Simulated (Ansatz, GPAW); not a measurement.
# A 9-layer slab of Al(100): work function by functional and basis, part 2 of 3

Wanted: work functions and dipole of a 9-layer slab of Al(100), with the cost of each level.

GPAW 26.7.0 and Ansatz 0.2.0; Ansatz plane waves; slab in vacuum with a dipole correction, relaxation (the session's first sound run).

So far, upper work function (eV): step 2 (relaxation) 4.21.

## Step 3: Plane waves, PBE

The work function is the vacuum plateau of the electrostatic potential less the Fermi level; a dipole layer lets the two faces have plateaus of their own.

This step: GPAW, PAW setups; slab in vacuum (GPAW 26.7.0).

run.py

```python
import json
import numpy as np
from ase import Atoms
from gpaw import GPAW, PW

slab = Atoms(
    ['Al', 'Al', 'Al', 'Al', 'Al', 'Al', 'Al', 'Al', 'Al'],
    positions=[
        [0.00000, 0.00000, 7.00000],
        [1.43189, 1.43189, 9.02500],
        [0.00000, 0.00000, 11.05000],
        [1.43189, 1.43189, 13.07500],
        [-0.00000, 0.00000, 15.07437],
        [1.43189, 1.43189, 17.07317],
        [-0.00000, 0.00000, 19.10280],
        [1.43189, 1.43189, 21.11265],
        [0.00000, 0.00000, 23.14227]],
    cell=[[2.86378, 0.0, 0.0], [0.0, 2.86378, 0.0], [0.0, 0.0, 30.2]],
    pbc=[True, True, False])

slab.calc = GPAW(mode=PW(400), xc='PBE', kpts={'size': (11, 11, 1), 'gamma': True},
                 occupations={'name': 'fermi-dirac', 'width': 0.1}, nbands='140%',
                 convergence={'density': 1e-05}, maxiter=200,
                 poissonsolver={'dipolelayer': 'xy'},
                 symmetry={'tolerance': 1e-3}, txt='slab.txt')
result = {}
energy = slab.get_potential_energy()
fermi = slab.calc.get_fermi_level()
v = slab.calc.get_electrostatic_potential().mean((0, 1)) - fermi
n = slab.calc.get_pseudo_density().mean((0, 1))
L = slab.cell[2, 2]
z = np.arange(len(v)) * L / len(v)
low, high = slab.positions[:, 2].min(), slab.positions[:, 2].max()
below, above = np.interp([low - 4.8, high + 4.8], z, v)
slopes = [np.interp(x, z, np.gradient(v, z)) for x in (low - 4.8, high + 4.8)]
eps = np.array([[slab.calc.get_eigenvalues(k, s) for k in range(len(slab.calc.get_ibz_k_points()))]
                for s in range(slab.calc.get_number_of_spins())]) - fermi
top, bottom = eps[eps < 0].max(), eps[eps > 0].min()
dipole = slab.get_dipole_moment()[2]
print(f'energy {energy:.4f} eV, Fermi level {fermi:.4f} eV, dipole {dipole:.5f} e A')
print(f'potential 4.8 A off the faces, from the Fermi level: lower {below:.4f} eV, upper {above:.4f} eV')
print(f'slope of the potential there: lower {slopes[0]:.5f}, upper {slopes[1]:.5f} eV/A')
print(f'nearest levels on the mesh: {top:.4f} and {bottom:.4f} eV')
print('magnetic moment', round(slab.get_magnetic_moment(), 3))
result.update(energy=energy, fermi=fermi, dipole=dipole, below=below, above=above, slopes=slopes, edges=[top, bottom],
              z=z.tolist(), v=v.tolist(), n=n.tolist(), positions=slab.positions.tolist(),
              forces=slab.get_forces(apply_constraint=False).tolist(), moments=slab.get_magnetic_moments().tolist())
json.dump(result, open('result.json', 'w'))
```

Launch:

```console
> OMP_NUM_THREADS=1 OPENBLAS_NUM_THREADS=1 python run.py
```

Log:

```text
energy -32.6851 eV, Fermi level 2.6599 eV, dipole -0.00009 e A
potential 4.8 A off the faces, from the Fermi level: lower 4.2157 eV, upper 4.2162 eV
slope of the potential there: lower -0.00065, upper 0.00064 eV/A
nearest levels on the mesh: -0.0372 and 0.0187 eV
magnetic moment 0.0
```

Run time: 68 s. Hardware: 1 thread of Intel Xeon 6975P-C (Granite Rapids), shared host; peak memory 0.22 GiB.

This step gave:

```yaml
dipole_along_the_normal: -9.01e-5 e·Å
levels_nearest_the_fermi_level_on_the_mesh: -0.03721, 0.01873 eV from the Fermi level
upper_work_function: 4.216 eV
lower_work_function: 4.216 eV
```

The electrostatic potential energy of an electron (without an applied field's), less the Fermi level, planar mean oscillates, so the rows of the table below give means over windows of 2.05 Å about each position, cut where the curve ends. Its maxima inside the range that stand out by 2 % of the span (Å: eV): 8.0: -2.02, 10.0: -1.98, 12.1: -2.02, 14.0: -2.22, 16.1: -2.18, 18.1: -2.00, 20.1: -2.13, 22.1: -1.98. Its minima: 7.0: -13.3, 9.1: -13.4, 11.0: -13.4, 13.1: -13.5, 15.1: -13.5, 17.0: -13.5, 19.1: -13.5, 21.1: -13.4, 23.2: -13.2.

The electrostatic potential energy of an electron (without an applied field's), less the Fermi level, planar mean by z; means over each step:

z (Å), electrostatic potential energy of an electron (without an applied field's), less the Fermi level, planar mean (eV) and a bar from the least value:
```
     1.02        4.2 ##############################
     3.07        4.2 ##############################
     5.12        3.2 ###########################
     7.17       -6.8 #
     9.22       -7.1 
    11.28       -7.1 
    13.32       -7.1 
    15.37       -7.2 
    17.42       -7.1 
    19.47       -7.1 
    21.52       -7.1 
    23.57       -5.5 ####
    25.62        4.0 #############################
    27.67        4.2 ##############################
    29.72        4.2 ##############################
```

The pseudo valence density, planar mean oscillates, so the rows of the table below give means over windows of 1 Å about each position, cut where the curve ends. Its maxima inside the range that stand out by 2 % of the span (Å: e/Å³): 6.5: 0.158, 8.4: 0.200, 10.4: 0.201, 12.3: 0.200, 13.8: 0.204, 16.4: 0.204, 17.7: 0.200, 19.8: 0.203, 21.8: 0.199, 23.5: 0.161. Its minima: 6.9: 0.131, 9.1: 0.131, 11.0: 0.131, 13.2: 0.134, 15.1: 0.130, 17.0: 0.130, 19.2: 0.136, 21.1: 0.131, 23.1: 0.132.

Table of pseudo valence density, planar mean by z; means over each step:

```
z (Å)  pseudo valence density, planar mean (e/Å³)
    2                                      6.9e-6
    3                                      9.3e-5
    4                                     0.00121
    5                                      0.0147
    6                                      0.0945
    7                                       0.155
    8                                       0.196
    9                                       0.163
   10                                       0.198
   11                                       0.163
   12                                       0.198
   13                                       0.164
   14                                       0.201
   15                                       0.165
   16                                       0.201
   17                                       0.164
   18                                       0.197
   19                                       0.164
   20                                       0.199
   21                                       0.165
   22                                       0.195
   23                                       0.160
   24                                       0.111
   25                                      0.0202
   26                                     0.00176
   27                                      1.3e-4
   28                                      1.0e-5
```

Force by atom:

```csv
atom,x (eV/Å),y (eV/Å),z (eV/Å),size
Al1,0.0000,0.0000,-0.0138,0.0138
Al2,0.0000,0.0000,0.0475,0.0475
Al3,0.0000,0.0000,-0.0502,0.0502
Al4,0.0000,0.0000,0.0106,0.0106
Al5,0.0000,0.0000,-0.0011,0.0011
Al6,0.0000,0.0000,0.0005,0.0005
Al7,0.0000,0.0000,-0.0027,0.0027
Al8,0.0000,0.0000,0.0030,0.0030
Al9,0.0000,0.0000,0.0060,0.0060
```

The potential is flat to 6.5e-4 eV/Å where it is read, so the vacuum is wide enough. The geometry is the other program's minimum; here the largest force on a free atom is 0.0060 eV/Å.

## Step 4: Self-consistent run: xc = "LDA"

The same geometry under LDA, to see how far the functional moves the levels against the vacuum.

run.py: that of step 3 with these lines changed.

```diff
@@ -20,3 +20,3 @@
 
-slab.calc = GPAW(mode=PW(400), xc='PBE', kpts={'size': (11, 11, 1), 'gamma': True},
+slab.calc = GPAW(mode=PW(400), xc='LDA', kpts={'size': (11, 11, 1), 'gamma': True},
                  occupations={'name': 'fermi-dirac', 'width': 0.1}, nbands='140%',
```

Log:

```text
energy -36.4270 eV, Fermi level 2.4837 eV, dipole -0.00009 e A
potential 4.8 A off the faces, from the Fermi level: lower 4.3623 eV, upper 4.3627 eV
slope of the potential there: lower -0.00061, upper 0.00061 eV/A
nearest levels on the mesh: -0.0370 and 0.0213 eV
magnetic moment 0.0
```

Wall time 52 s (1 thread); peak memory 0.22 GiB.

Numbers from this step:

| Item | Value |
| --- | --- |
| dipole along the normal | -8.62e-5 e·Å |
| levels nearest the Fermi level on the mesh | -0.03699, 0.02135 eV from the Fermi level |
| upper work function | 4.363 eV |
| lower work function | 4.362 eV |

The electrostatic potential energy of an electron (without an applied field's), less the Fermi level, planar mean oscillates, so the rows of the table below give means over windows of 2.05 Å about each position, cut where the curve ends. Its maxima inside the range that stand out by 2 % of the span (Å: eV): 8.0: -1.83, 10.0: -1.79, 12.1: -1.84, 14.0: -2.03, 16.1: -1.99, 18.1: -1.82, 20.1: -1.94, 22.1: -1.79. Its minima: 7.0: -13.1, 9.1: -13.2, 11.0: -13.2, 13.1: -13.3, 15.1: -13.3, 17.0: -13.3, 19.1: -13.3, 21.1: -13.2, 23.2: -13.0.

Electrostatic potential energy of an electron (without an applied field's), less the Fermi level, planar mean against z; means over each step:

z (Å), electrostatic potential energy of an electron (without an applied field's), less the Fermi level, planar mean (eV) and a bar from the least value:
```
     1.02        4.4 ##############################
     3.07        4.4 ##############################
     5.12        3.3 ###########################
     7.17       -6.6 #
     9.22       -6.9 
    11.28       -6.9 
    13.32       -6.9 
    15.37       -7.0 
    17.42       -6.9 
    19.47       -6.9 
    21.52       -6.9 
    23.57       -5.4 ####
    25.62        4.1 #############################
    27.67        4.4 ##############################
    29.72        4.4 ##############################
```

The pseudo valence density, planar mean oscillates, so the rows of the table below give means over windows of 1 Å about each position, cut where the curve ends. Its maxima inside the range that stand out by 2 % of the span (Å: e/Å³): 6.5: 0.159, 7.5: 0.198, 8.4: 0.200, 10.4: 0.201, 12.5: 0.200, 13.8: 0.203, 16.4: 0.204, 17.7: 0.200, 19.8: 0.202, 21.8: 0.199, 23.5: 0.162. Its minima: 6.9: 0.131, 8.0: 0.194, 9.1: 0.131, 11.0: 0.131, 13.2: 0.134, 15.1: 0.130, 17.0: 0.130, 19.2: 0.136, 21.1: 0.131, 23.1: 0.132.

Pseudo valence density, planar mean against z; means over each step:

```csv
z (Å),"pseudo valence density, planar mean (e/Å³)"
2,6.6e-6
3,9.2e-5
4,0.00125
5,0.0147
6,0.0940
7,0.156
8,0.196
9,0.164
10,0.198
11,0.163
12,0.198
13,0.164
14,0.201
15,0.165
16,0.201
17,0.164
18,0.197
19,0.164
20,0.199
21,0.165
22,0.194
23,0.161
24,0.110
25,0.0202
26,0.00181
27,1.3e-4
28,9.6e-6
```

Force by atom:

```
atom  x (eV/Å)  y (eV/Å)  z (eV/Å)   size
 Al1     0.000     0.000     0.151  0.151
 Al2     0.000     0.000     0.052  0.052
 Al3     0.000     0.000    -0.054  0.054
 Al4     0.000     0.000     0.020  0.020
 Al5     0.000     0.000    -0.001  0.001
 Al6     0.000     0.000    -0.011  0.011
 Al7     0.000     0.000     0.006  0.006
 Al8     0.000     0.000    -0.007  0.007
 Al9     0.000     0.000    -0.157  0.157
```

The upper face's work function is 4.363 eV, against 4.216 eV in the first plane-wave PBE run at this geometry.

## Step 5: Self-consistent run: xc = "revPBE"

The same geometry under revPBE, to see how far the functional moves the levels against the vacuum.

run.py: that of step 4 with these lines changed.

```diff
@@ -20,3 +20,3 @@
 
-slab.calc = GPAW(mode=PW(400), xc='LDA', kpts={'size': (11, 11, 1), 'gamma': True},
+slab.calc = GPAW(mode=PW(400), xc='revPBE', kpts={'size': (11, 11, 1), 'gamma': True},
                  occupations={'name': 'fermi-dirac', 'width': 0.1}, nbands='140%',
```

Log:

```text
energy -30.7838 eV, Fermi level 2.7313 eV, dipole -0.00011 e A
potential 4.8 A off the faces, from the Fermi level: lower 4.1531 eV, upper 4.1540 eV
slope of the potential there: lower -0.00068, upper 0.00066 eV/A
nearest levels on the mesh: -0.0153 and 0.0078 eV
magnetic moment 0.0
```

Wall time 87 s (1 thread); peak memory 0.22 GiB.

This step gave:

| Quantity | Value |
| --- | --- |
| dipole along the normal | -1.07e-4 e·Å |
| levels nearest the Fermi level on the mesh | -0.01535, 0.007793 eV from the Fermi level |
| upper work function | 4.154 eV |
| lower work function | 4.153 eV |

The electrostatic potential energy of an electron (without an applied field's), less the Fermi level, planar mean oscillates, so the rows of the table below give means over windows of 2.05 Å about each position, cut where the curve ends. Its maxima inside the range that stand out by 2 % of the span (Å: eV): 8.0: -2.09, 10.0: -2.05, 12.1: -2.09, 14.0: -2.30, 16.1: -2.25, 18.1: -2.07, 20.1: -2.20, 22.1: -2.05. Its minima: 7.0: -13.4, 9.1: -13.5, 11.0: -13.5, 13.1: -13.6, 15.1: -13.6, 17.0: -13.6, 19.1: -13.6, 21.1: -13.5, 23.2: -13.3.

The electrostatic potential energy of an electron (without an applied field's), less the Fermi level, planar mean by z; means over each step:

```csv
z (Å),"electrostatic potential energy of an electron (without an applied field's), less the Fermi level, planar mean (eV)"
1.02,4.15
3.07,4.15
5.12,3.10
7.17,-6.86
9.22,-7.14
11.28,-7.15
13.32,-7.22
15.37,-7.25
17.42,-7.18
19.47,-7.21
21.52,-7.15
23.57,-5.59
25.62,3.92
27.67,4.15
29.72,4.15
```

The upper face's work function is 4.154 eV, against 4.216 eV in the first plane-wave PBE run at this geometry.

## Step 6: Self-consistent run: xc = "RPBE"

The same geometry under RPBE, to see how far the functional moves the levels against the vacuum.

run.py: that of step 5 with these lines changed.

```diff
@@ -20,3 +20,3 @@
 
-slab.calc = GPAW(mode=PW(400), xc='revPBE', kpts={'size': (11, 11, 1), 'gamma': True},
+slab.calc = GPAW(mode=PW(400), xc='RPBE', kpts={'size': (11, 11, 1), 'gamma': True},
                  occupations={'name': 'fermi-dirac', 'width': 0.1}, nbands='140%',
```

Log:

```text
energy -30.4768 eV, Fermi level 2.7451 eV, dipole -0.00010 e A
potential 4.8 A off the faces, from the Fermi level: lower 4.1534 eV, upper 4.1540 eV
slope of the potential there: lower -0.00070, upper 0.00069 eV/A
nearest levels on the mesh: -0.0098 and 0.0055 eV
magnetic moment 0.0
```

Wall time 59 s (1 thread); peak memory 0.22 GiB.

This step gave:

| Property | Result |
| --- | --- |
| dipole along the normal | -9.89e-5 e·Å |
| levels nearest the Fermi level on the mesh | -0.009804, 0.005477 eV from the Fermi level |

The upper face's work function is 4.154 eV, against 4.216 eV in the first plane-wave PBE run at this geometry.

## Step 7: Self-consistent run: xc = "vdW-DF2"

The same geometry under vdW-DF2, to see how far the functional moves the levels against the vacuum (the van der Waals functionals take revPBE setups).

run.py: that of step 6 with these lines changed.

```diff
@@ -20,3 +20,3 @@
 
-slab.calc = GPAW(mode=PW(400), xc='RPBE', kpts={'size': (11, 11, 1), 'gamma': True},
+slab.calc = GPAW(mode=PW(400), xc='vdW-DF2', kpts={'size': (11, 11, 1), 'gamma': True},
                  occupations={'name': 'fermi-dirac', 'width': 0.1}, nbands='140%',
```

Log:

```text
energy -225.3978 eV, Fermi level 2.5948 eV, dipole -0.00007 e A
potential 4.8 A off the faces, from the Fermi level: lower 4.3825 eV, upper 4.3825 eV
slope of the potential there: lower -0.00232, upper 0.00233 eV/A
nearest levels on the mesh: -0.0529 and 0.0131 eV
magnetic moment 0.0
```

The job ended after 2.2 min (1 thread; peak memory 0.37 GiB).

Numbers from this step:

| Property | Result |
| --- | --- |
| dipole along the normal | -7.37e-5 e·Å |
| levels nearest the Fermi level on the mesh | -0.05293, 0.01309 eV from the Fermi level |
| upper work function | 4.383 eV |
| lower work function | 4.382 eV |

The upper face's work function is 4.383 eV, against 4.216 eV in the first plane-wave PBE run at this geometry.

## Step 8: OptPBE vdW: xc = "optPBE-vdW"

The same geometry under optPBE-vdW, to see how far the functional moves the levels against the vacuum (the van der Waals functionals take revPBE setups).

run.py: that of step 7 with these lines changed.

```diff
@@ -20,3 +20,3 @@
 
-slab.calc = GPAW(mode=PW(400), xc='vdW-DF2', kpts={'size': (11, 11, 1), 'gamma': True},
+slab.calc = GPAW(mode=PW(400), xc='optPBE-vdW', kpts={'size': (11, 11, 1), 'gamma': True},
                  occupations={'name': 'fermi-dirac', 'width': 0.1}, nbands='140%',
```

Log:

```text
energy -77.9364 eV, Fermi level 2.6368 eV, dipole -0.00008 e A
potential 4.8 A off the faces, from the Fermi level: lower 4.3421 eV, upper 4.3425 eV
slope of the potential there: lower -0.00102, upper 0.00102 eV/A
nearest levels on the mesh: -0.0230 and 0.0006 eV
magnetic moment 0.0
```

Elapsed: 81 s, on 1 thread; peak memory 0.36 GiB.

Numbers from this step:

```
dipole along the normal                    : -8.40e-5 e·Å
levels nearest the Fermi level on the mesh : -0.02304, 5.86e-4 eV from the Fermi level
upper work function                        : 4.342 eV
lower work function                        : 4.342 eV
```

The electrostatic potential energy of an electron (without an applied field's), less the Fermi level, planar mean oscillates, so the rows of the table below give means over windows of 2.05 Å about each position, cut where the curve ends. Its maxima inside the range that stand out by 2 % of the span (Å: eV): 8.0: -2.06, 10.0: -2.01, 12.1: -2.05, 14.0: -2.25, 16.1: -2.21, 18.1: -2.03, 20.1: -2.16, 22.1: -2.02. Its minima: 7.0: -13.3, 9.1: -13.5, 11.0: -13.4, 13.1: -13.5, 15.1: -13.5, 17.0: -13.5, 19.1: -13.5, 21.1: -13.5, 23.2: -13.2.

The electrostatic potential energy of an electron (without an applied field's), less the Fermi level, planar mean by z; means over each step:

z (Å), electrostatic potential energy of an electron (without an applied field's), less the Fermi level, planar mean (eV) and a bar from the least value:
```
     1.02        4.3 ##############################
     3.07        4.3 ##############################
     5.12        3.2 ###########################
     7.17       -6.8 #
     9.22       -7.1 
    11.28       -7.1 
    13.32       -7.2 
    15.37       -7.2 
    17.42       -7.1 
    19.47       -7.2 
    21.52       -7.1 
    23.57       -5.5 ####
    25.62        4.1 #############################
    27.67        4.3 ##############################
    29.72        4.3 ##############################
```

The upper face's work function is 4.342 eV, against 4.216 eV in the first plane-wave PBE run at this geometry.

## Step 9: Real-space grid: mode = "fd"

A real-space grid is a second complete basis, so it checks the plane-wave result.

run.py: that of step 8 with these lines changed.

```diff
@@ -3,3 +3,3 @@
 from ase import Atoms
-from gpaw import GPAW, PW
+from gpaw import GPAW
 
@@ -20,3 +20,3 @@
 
-slab.calc = GPAW(mode=PW(400), xc='optPBE-vdW', kpts={'size': (11, 11, 1), 'gamma': True},
+slab.calc = GPAW(mode='fd', h=0.18, xc='PBE', kpts={'size': (11, 11, 1), 'gamma': True},
                  occupations={'name': 'fermi-dirac', 'width': 0.1}, nbands='140%',
```

Log:

```text
energy -32.6905 eV, Fermi level -4.2160 eV, dipole -0.00003 e A
potential 4.8 A off the faces, from the Fermi level: lower 4.2155 eV, upper 4.2161 eV
slope of the potential there: lower -0.00057, upper 0.00057 eV/A
nearest levels on the mesh: -0.0372 and 0.0188 eV
magnetic moment 0.0
```

Wall time 7.2 min (1 thread); peak memory 0.68 GiB.

This step gave:

| Item | Value |
| --- | --- |
| dipole along the normal | -2.91e-5 e·Å |
| levels nearest the Fermi level on the mesh | -0.03721, 0.01878 eV from the Fermi level |
| upper work function | 4.216 eV |
| lower work function | 4.215 eV |

The upper face's work function is 4.216 eV, against 4.216 eV in the first plane-wave PBE run at this geometry.

## Step 10: The ladder

Times are for 1 thread of Intel Xeon 6975P-C (Granite Rapids), shared host. Results by setting:

| no. | run | upper work function (eV) | time | memory (GiB) |
| --- | --- | --- | --- | --- |
| 1 | pw | 4.216 | 68 s | 0.22 |
| 2 | LDA | 4.363 | 52 s | 0.22 |
| 3 | revPBE | 4.154 | 87 s | 0.22 |
| 4 | RPBE | 4.154 | 59 s | 0.22 |
| 5 | vdW DF2 | 4.383 | 2.2 min | 0.37 |
| 6 | optPBE vdW | 4.342 | 81 s | 0.36 |
| 7 | fd | 4.216 | 7.2 min | 0.68 |

(Continued in part 3 of 3.)

[Logs are printed without paths, hosts, clocks, repeated set-up lines and the standing remarks that a program may print on its own settings, such as how far it seeks lower states.]

[Hosts, paths, dates, database ids (printed as entryN), source tags and the programs' standing remarks are cut or masked in the printed files.]
